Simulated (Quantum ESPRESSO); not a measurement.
# La2Fe2Se2O3: which magnetic order is lowest

A self-consistent run ends on one state, which hangs on the start. Several orders of La2Fe2Se2O3 are started in Quantum ESPRESSO and their energies compared.

Calculated with Quantum ESPRESSO 7.5; PBEsol with U = 4.5 eV on Fe d (ortho-atomic projectors); plane waves with GBRV 1.5 PBEsol potentials, no spin-orbit coupling.

Report form: the programs' logs are mostly left out.

## (1) The starting structure

Symmetry: I4/mmm, No. 139, tetragonal system. Conventional cell: a = 4.122 Å, b = 4.122 Å, c = 18.979 Å, α = 90.00°, β = 90.00°, γ = 90.00°. Nearest to La lie 4 O at 2.39 Å and 4 Se at 3.36 Å. Nearest to Fe lie 2 O at 2.06 Å and 4 Se at 2.77 Å. Se has 4 Fe at 2.77 Å and 4 La at 3.36 Å nearest. Nearest to O lie 4 Fe at 2.06 Å. O has 4 La at 2.39 Å nearest. Farther neighbours and most contacts between anions are not listed.

The cell comes from Materials Project 2023-11-01, a database of computed structures, and need not be the stable phase.

## (2) Run 1 (ferro ++)

The signs are those of the starting moments on the seeded atoms, the atoms that are given a moment.

pw.in

```
&CONTROL
  calculation = 'scf'
  prefix = 'pwscf'
  outdir = './tmp'
  pseudo_dir = './pseudo'
  disk_io = 'nowf'
/
&SYSTEM
  ibrav = 0
  celldm(1) = 8
  nat = 9
  ntyp = 4
  ecutwfc = 40
  ecutrho = 280
  nbnd = 59
  occupations = 'smearing'
  smearing = 'fd'
  degauss = 0.00367493
  nspin = 2
  starting_magnetization(1) = 0
  starting_magnetization(2) = 0.25
  starting_magnetization(3) = 0
  starting_magnetization(4) = 0
/
&ELECTRONS
  conv_thr = 1.8d-08
  electron_maxstep = 150
  mixing_beta = 0.3
/
ATOMIC_SPECIES
La    138.9055 la_pbesol_v1.uspp.F.UPF
Fe     55.8450 fe_pbesol_v1.5.uspp.F.UPF
Se     78.9710 se_pbesol_v1.uspp.F.UPF
O      15.9990 o_pbesol_v1.2.uspp.F.UPF
CELL_PARAMETERS alat
  -0.4867992383363    0.4868027816909    2.2415679752646
   0.4867992383363   -0.4868027816909    2.2415679752646
   0.4867992383363    0.4868027816909   -2.2415679752646
ATOMIC_POSITIONS crystal
La      0.3136675000    0.3136675000    0.0000000000
La      0.6863325000    0.6863325000    0.0000000000
Fe      0.0000000000    0.5000000000    0.5000000000
Fe      0.5000000000    0.0000000000    0.5000000000
Se      0.9021490000    0.9021490000    0.0000000000
Se      0.0978510000    0.0978510000    0.0000000000
O       0.5000000000    0.5000000000    0.0000000000
O       0.2500010000    0.7500010000    0.5000000000
O       0.7499990000    0.2499990000    0.5000000000
K_POINTS automatic
6 6 6 0 0 0
HUBBARD {ortho-atomic}
U Fe-3d 4.5000
```

Command:

```
OMP_NUM_THREADS=1 mpirun -n 4 pw.x -nk 4 -in pw.in > pw.out
```

The job ended after 17 min (4 MPI ranks of Arm Neoverse V2, shared host; peak memory 2.1 GiB).

Spin moment in the atom's sphere by atom:

```
atom  spin moment in the atom's sphere (μB)
 La1                                   0.01
 La2                                   0.01
 Fe3                                   3.37
 Fe4                                   3.37
 Se5                                   0.09
 Se6                                   0.09
  O7                                   0.18
  O8                                   0.01
  O9                                   0.01
```

Read from the output:

- smearing term TS: 2.63e-8 eV
- magnetization: 8 μB
- absolute magnetization: 8.043 μB
- final state: ferromagnetic

## (3) Run 2 (antiferro +−)

Edit pw.in of step 2 so:

```diff
@@ -11,6 +11,6 @@
   nat = 9
-  ntyp = 4
+  ntyp = 5
   ecutwfc = 40
   ecutrho = 280
-  nbnd = 59
+  nbnd = 55
   occupations = 'smearing'
@@ -21,4 +21,5 @@
   starting_magnetization(2) = 0.25
-  starting_magnetization(3) = 0
+  starting_magnetization(3) = -0.25
   starting_magnetization(4) = 0
+  starting_magnetization(5) = 0
 /
@@ -31,3 +32,4 @@
 La    138.9055 la_pbesol_v1.uspp.F.UPF
-Fe     55.8450 fe_pbesol_v1.5.uspp.F.UPF
+Fe1    55.8450 fe_pbesol_v1.5.uspp.F.UPF
+Fe2    55.8450 fe_pbesol_v1.5.uspp.F.UPF
 Se     78.9710 se_pbesol_v1.uspp.F.UPF
@@ -41,4 +43,4 @@
 La      0.6863325000    0.6863325000    0.0000000000
-Fe      0.0000000000    0.5000000000    0.5000000000
-Fe      0.5000000000    0.0000000000    0.5000000000
+Fe1     0.0000000000    0.5000000000    0.5000000000
+Fe2     0.5000000000    0.0000000000    0.5000000000
 Se      0.9021490000    0.9021490000    0.0000000000
@@ -51,2 +53,3 @@
 HUBBARD {ortho-atomic}
-U Fe-3d 4.5000
+U Fe1-3d 4.5000
+U Fe2-3d 4.5000
```

Wall time 16 min (4 MPI ranks); peak memory 2.1 GiB; 62 min of CPU time.

Spin moment in the atom's sphere by atom:

```csv
atom,spin moment in the atom's sphere (μB)
La1,0.00
La2,0.00
Fe3,3.35
Fe4,-3.35
Se5,0.00
Se6,0.00
O7,0.00
O8,0.00
O9,0.00
```

Read from the output:

| Quantity | Value |
| --- | --- |
| smearing term TS | 2.04e-11 eV |
| magnetization | 0 μB |
| absolute magnetization | 7.595 μB |
| final state | antiferromagnetic |

## (4) Ranking

An order is kept where moments of 0.15 μB or more survive with the typed signs; meshes match where a doubled cell samples the same k points as the first cell.

Orders:

| start | final state | typed order kept | energy over the lowest (meV a seeded atom) | largest site moment (μB) | net moment (μB a cell of the first run) | mesh matched | CPU time (s) |
| --- | --- | --- | --- | --- | --- | --- | --- |
| ferro ++ | ferromagnetic | yes | 48.24 | 3.374 | 8 | yes | 4140 |
| antiferro +- | antiferromagnetic | yes | 0 | 3.35 | 0 | yes | 3741 |

## (5) The lowest state again, with its states saved

Edit pw.in of step 3 so:

```diff
@@ -5,3 +5,3 @@
   pseudo_dir = './pseudo'
-  disk_io = 'nowf'
+  disk_io = 'low'
 /
@@ -14,3 +14,3 @@
   ecutrho = 280
-  nbnd = 55
+  nbnd = 59
   occupations = 'smearing'
```

Wall time 17 min (4 MPI ranks); peak memory 2.1 GiB; 69 min of CPU time.

Numbers from this step:

| Property | Result |
| --- | --- |
| smearing term TS | 1.26e-11 eV |
| magnetization | 0 μB |
| absolute magnetization | 7.595 μB |
| final state | antiferromagnetic |
| largest moment | 3.350 μB |

## (6) Another way to count moments

projwfc.x projects the saved states on orthogonalised atomic orbitals of the pseudopotential files.

It took 6.1 s on 4 MPI ranks; peak memory 0.92 GiB.

```csv
atom,moment in the sphere (μB),Löwdin moment (μB),Löwdin charge (e)
La1,0.000,0.000,10.660
La2,0.000,0.000,10.660
Fe3,3.350,3.769,15.654
Fe4,-3.350,-3.769,15.654
Se5,0.000,0.000,5.942
Se6,0.000,0.000,5.942
O7,0.000,0.000,6.498
O8,0.000,0.000,6.379
O9,0.000,0.000,6.379
```

## (7) Occupations of the corrected shells in the lowest state

Occupations of the Hubbard shells:

| block | type | shell | spin | electrons | occupation numbers |
| --- | --- | --- | --- | --- | --- |
| 3 | Fe1 | 3d | up | 4.919 | 0.976 0.980 0.982 0.988 0.992 |
| 3 | Fe1 | 3d | down | 1.242 | 0.037 0.040 0.086 0.131 0.947 |
| 4 | Fe2 | 3d | up | 1.242 | 0.037 0.040 0.086 0.131 0.947 |
| 4 | Fe2 | 3d | down | 4.919 | 0.976 0.980 0.982 0.988 0.992 |

## (8) What came out

| Quantity | Value |
| --- | --- |
| lowest state found | antiferromagnetic (from antiferro +-) |
| largest site moment | 3.35 μB |
| next state with moments | ferromagnetic, 48.2 meV a seeded atom higher |

The largest moment reads 3.35 μB in the sphere and 3.77 μB by Löwdin projection; a site moment hangs on how space is shared out. Only these 2 starts were compared; other wavevectors, canted and longer-period orders were not.

[Logs and program files are shortened in this print: banners, set-up blocks, solver, clock and traceback lines can be left out without a mark of their own.]

[Logs are printed without paths, hosts, clocks, repeated set-up lines and the standing remarks that a program may print on its own settings, such as how far it seeks lower states.]

[Hosts, paths, dates, database ids (printed as entryN), source tags and the programs' standing remarks are cut or masked in the printed files.]

[Where a cell is said to come from a database of computed structures, the database is the Materials Project.]
